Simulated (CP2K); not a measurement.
Two runs for the C K edge of fluorooxirane. Run A: CP2K XAS_TDP, all-electron GAPW, PBEh(45%), aug-cc-pVDZ, TDA, no relativity. Run B differs in one setting.

First lines with a strength over 0.0015. A:

```tsv
atom	energy (eV)	states	strength, one atom
C2 (bonded to C, F, O and H)	287.25	1	0.0549
	287.46	1	0.0591
	287.98	1	0.0180
	288.23	1	0.0045
	290.32	1	0.0096
C3 (bonded to C, O and 2 H)	284.32	1	0.0507
	285.76	1	0.0091
	286.26	1	0.0204
	286.86	1	0.0155
	287.09	1	0.0090
```

B:

```tsv
atom	energy (eV)	states	strength, one atom
C2 (bonded to C, F, O and H)	289.29	1	0.0595
	289.53	1	0.0634
	290.07	1	0.0204
	290.45	1	0.0053
	292.53	1	0.0104
C3 (bonded to C, O and 2 H)	286.37	1	0.0540
	287.83	1	0.0104
	288.34	1	0.0250
	289.04	1	0.0176
	289.28	1	0.0088
```

Q: Which was it: scalar relativity switched on, the functional, GW2X switched on, the basis?

The functional (functional from PBEh(45%) to BHandHLYP; the lines alone don't name the new value). A functional moves all lines by electronvolts and changes their spacings and strengths. Against PBEh(45%) in aug-cc-pVDZ, the leading lines move by +2.04 eV (C2, to 289.29) and +2.05 eV (C3, to 286.37); the strength of C2's goes from 0.0549 to 0.0595.

[Banner, clock and machine lines of the logs are left out without a mark of their own.]

[Logs are printed without paths, hosts, clocks, repeated set-up lines and the standing remarks that a program may print on its own settings, such as how far it seeks lower states.]

[Hosts, paths, dates, database ids (printed as entryN), source tags and the programs' standing remarks are cut or masked in the printed files.]
